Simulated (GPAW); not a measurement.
# Quasiparticle gap of Si2MoN4 (MoSi2N4-type monolayer) in GPAW, part 2 of 2

How does a plane-wave GW calculation on Si2MoN4 (MoSi2N4-type monolayer) run from the first input to the gap?

GPAW 26.7.0; LDA and many-body steps on it, plane waves. Known limits of the many-body steps: not at the basis limit; no spin-orbit coupling.

So far. Step 4 (Bands along the symmetry lines): The gap is 1.756 eV, as in the run before at this level. Step 5 (Empty states on the mesh, 12×12×1 mesh, 216 bands): On this mesh the gap is 1.756 eV.

## Step 6: Screening and self-energy, 12×12×1 mesh, 96 bands, screening to 48 eV

G0W0 replaces the xc potential by the self-energy, built once from these orbitals. Only a window of levels is corrected, while the sums run over the empty bands that the input names.

This step: G0W0 on LDA, plane waves, PAW.

run.py reads:

```python
import json
import numpy as np
from gpaw.mpi import world
from gpaw.response.g0w0 import G0W0

gw = G0W0('full.gpw',
    filename='gw',
    kpts=[0, 9],
    bands=(19, 23),
    ecut=48,
    nbands=96,
    truncation='2D',
    integrate_gamma='sphere',
    q0_correction=True,
    frequencies={'type': 'nonlinear', 'domega0': 0.15, 'omega2': 15.0},
    eta=0.1,
    nblocksmax=True)
gw.calculate()
res = {mode: {k: v for k, v in r.items() if k != 'sigma_eskwn'}
       for mode, r in gw.all_results.items()}

if world.rank == 0:
    with open('result.json', 'w') as f:
        json.dump(res, f, default=lambda x: x.tolist())
```

Run with:

```
> mpirun -n 16 gpaw python run.py
```

Numbers of over 12 decimals in the logs are rounded to 6 here.

The log of the run:

```text
Using integrator: PointIntegrator
NonLinearFrequencyDescriptor(from 0.000 to 99.497 eV, 178 points)
Nonperiodic BCs:  [False False  True]
Using integrator: PointIntegrator
NonLinearFrequencyDescriptor(from 0.000 to 99.497 eV, 178 points)
Nonperiodic BCs:  [False False  True]
Applying analytical 2D correction to W:
    Evaluating Gamma point contribution to W on a 19x19x1 grid
  ___  _ _ _
 |   || | | |
 | | || | | |
 |__ ||_____|
 |___|

BZ k-points: Symmetries present (total): 12

  [... matrices ...]
144 k-points: 12 x 12 x 1 Monkhorst-Pack grid + [1/24,1/24,0.000000]
19 k-points in the irreducible part of the Brillouin zone
       k-points in crystal coordinates                weights
   0:    -0.00000000   -0.00000000    0.00000000          1/144
   1:     0.08333333   -0.00000000    0.00000000          6/144
   2:     0.16666667   -0.08333333    0.00000000          6/144
   3:     0.16666667   -0.00000000    0.00000000          6/144
   4:     0.25000000   -0.08333333    0.00000000         12/144
   5:     0.25000000   -0.00000000    0.00000000          6/144
   6:     0.33333333   -0.16666667    0.00000000          6/144
   7:     0.33333333   -0.08333333    0.00000000         12/144
   8:     0.33333333   -0.00000000    0.00000000          6/144
   9:     0.33333333    0.33333333    0.00000000          2/144
          ...
  18:     0.50000000    0.50000000    0.00000000          3/144

Distributing spins, k-points and bands (1 x 2 x 4) over 2 processes
Number of blocks: 8

Quasi particle states:
k-points (IBZ indices): [0, 9]
Band range: (19, 23)
  [... matrices ...]
Computational parameters:
Plane wave cut-off: 48 eV
Number of bands: 96
Coulomb cutoff: 2D
Broadening: 0.1 eV

fxc modes: GW
Kernel: RPA
Using full-frequency real axis integration
Summing all q:

Calculating screened Coulomb potential
2D Coulomb truncation
NonLinearFrequencyDescriptor(from 0.000 to 99.497 eV, 178 points)
Removing empty qpoint cache files...

Calculating chi0 body with:
    Ground state adapter containing:
    Number of spins: 1
    Number of kpoints: 144
    Number of irreducible kpoints: 19
    Number of completely occupied states: 21
    Number of partially occupied states: 21
    Occupied states memory: 10.901184 M / cpu

    Linear response parametrization:
    q_c: [-2.0816681711721685e-17, -2.0816681711721685e-17, 0.0]
    Number of frequency points: 178
    Planewave cutoff: 48.0
    Number of bands: 96
    Number of planewaves: 111
    Broadening (eta): 0.1
    comm.size: 16
    kncomm.size: 2
    blockcomm.size: 8

    Memory estimate of potentially large arrays:
        chi0_wGG: 4.183079 M / cpu
Integrating chi0 body.

Symmetries of q_c:
    Direct symmetries (Uq -> q): 12
    Indirect symmetries (TUq -> q): 12
In total 24 allowed symmetries.

  [... matrices ...]
19 groups of equivalent kpoints. 86.805556% reduction.

Integral kind: spectral function
Integrating chi0 head and wings.

Symmetries of q_c:
    Direct symmetries (Uq -> q): 12
    Indirect symmetries (TUq -> q): 12
In total 24 allowed symmetries.

  [... matrices ...]
19 groups of equivalent kpoints. 86.805556% reduction.

Integral kind: spectral function wings

Calculating chi0 body with:
    Ground state adapter containing:
    Number of spins: 1
    Number of kpoints: 144
    Number of irreducible kpoints: 19
    Number of completely occupied states: 21
    Number of partially occupied states: 21
[... the further q-points ...]

Results:
f:      Occupation numbers
eps:     KS-eigenvalues [eV]
vxc:     KS vxc [eV]
exx:     Exact exchange [eV]
sigma:   Self-energies [eV]
dsigma:  Self-energy derivatives
Z:       Renormalization factors
qp:      QP-energies [eV]

k-point 0 (0): (-0.000, -0.000, 0.000)                GW
band       f     eps     vxc     exx   sigma  dsigma       Z      qp
                                                                   GW
  19   1.000   0.272 -17.582 -21.219   3.677  -0.301   0.768   0.302
  20   1.000   2.724 -20.240 -21.027   1.791  -0.292   0.774   3.501
  21   0.000   5.601 -20.557 -15.260  -2.750  -0.308   0.765   7.549
  22   0.000   5.602 -20.557 -15.260  -2.751  -0.308   0.765   7.549

k-point 1 (9): (0.333, 0.333, 0.000)                GW
band       f     eps     vxc     exx   sigma  dsigma       Z      qp
                                                                   GW
  19   1.000   0.387 -17.460 -21.047   3.431  -0.298   0.771   0.267
  20   1.000   2.320 -20.307 -20.832   1.656  -0.287   0.777   3.199
  21   0.000   4.481 -21.882 -17.371  -2.011  -0.293   0.774   6.415
  22   0.000   6.966 -22.614 -16.070  -3.850  -0.366   0.732   8.939
```

Elapsed: 3.4 min, on 16 MPI ranks of Arm Neoverse V2, shared host; peak memory 7.7 GiB.

Numbers from this step:

```
G0W0 gap on the points computed              : 2.914 eV
least direct G0W0 gap on the computed points : 3.216 eV
Z at the valence top                         : 0.7737
Z at the conduction bottom                   : 0.7735
starting gap on the mesh                     : 1.756 eV
k of the valence top                         : 0, 0, 0
k of the conduction bottom                   : 0.3333, 0.3333, 0
```

The gap on the mesh goes from 1.76 eV to 2.91 eV, a correction of +1.16 eV.

Limits: finite bands, cutoff and mesh; no spin-orbit coupling. v1 is the top filled band, c1 the lowest empty one. Levels before and after the correction, in eV, zero at the valence-band top of each column:

```csv
,conduction bottom,valence top
Kohn-Sham,1.76,0.00
G0W0,2.91,0.00
```

```csv
,level,energy (eV)
Kohn-Sham,Γ v2,-2.453
Kohn-Sham,Γ v1,0.000
Kohn-Sham,Γ c1-c2,2.877
Kohn-Sham,(0.333 0.333 0) v2,-2.337
Kohn-Sham,(0.333 0.333 0) v1,-0.405
Kohn-Sham,(0.333 0.333 0) c1,1.756
Kohn-Sham,(0.333 0.333 0) c2,4.242
G0W0,Γ v2,-3.199
G0W0,Γ v1,0.000
G0W0,Γ c1-c2,4.048
G0W0,(0.333 0.333 0) v2,-3.234
G0W0,(0.333 0.333 0) v1,-0.302
G0W0,(0.333 0.333 0) c1,2.914
G0W0,(0.333 0.333 0) c2,5.438
```

## Step 7: Where the time went

Times are wall times on 16 MPI ranks of Arm Neoverse V2, shared host, good to a factor of about two.

```csv
step,time,share,memory (GiB)
relaxation,54 s,15 %,3.7
ground state,11 s,3 %,2.6
bands along the symmetry lines,13 s,4 %,3.4
empty states on the mesh,80 s,22 %,3.2
screening and self-energy,3.4 min,57 %,7.7
```

## Step 8: Summary of results

```yaml
lda_gap: 1.76 eV, indirect
g0w0_gap_on_the_mesh: 2.91 eV
gw_settings: 12×12×1 mesh, 96 bands, screening to 48 eV, full frequency, Hilbert transform
known_limits: not at the basis limit; no spin-orbit coupling
```

G0W0 moves the gap on the mesh from 1.76 eV to 2.91 eV (+1.16 eV), with Z of 0.77 and 0.77 at the edges. Only 2 of the mesh's irreducible points were corrected, so a valley elsewhere could overtake. The dearest step here is «screening and self-energy». Bands and cutoff are finite, so the gap is not at the basis limit. The miss can reach some tenths of an eV and take either sign; the mesh is an error of its own. These stock PAW sets were not made for GW. In the G0W0 run levels were corrected at 2 k points alone, so a gap called «on the mesh» is the least over those, and an edge elsewhere would be missed. The many-body steps are scalar-relativistic: spin-orbit coupling is not in them.

[Paths, hosts, dates, memory and timing lines, banners, echoed tables and standing remarks are left out of the program output.]

[Logs are printed without paths, hosts, clocks, repeated set-up lines and the standing remarks that a program may print on its own settings, such as how far it seeks lower states.]

[Runs of the session that timed out or met a known fault of the program may be left out.]

[Hosts, paths, dates, database ids (printed as entryN), source tags and the programs' standing remarks are cut or masked in the printed files.]
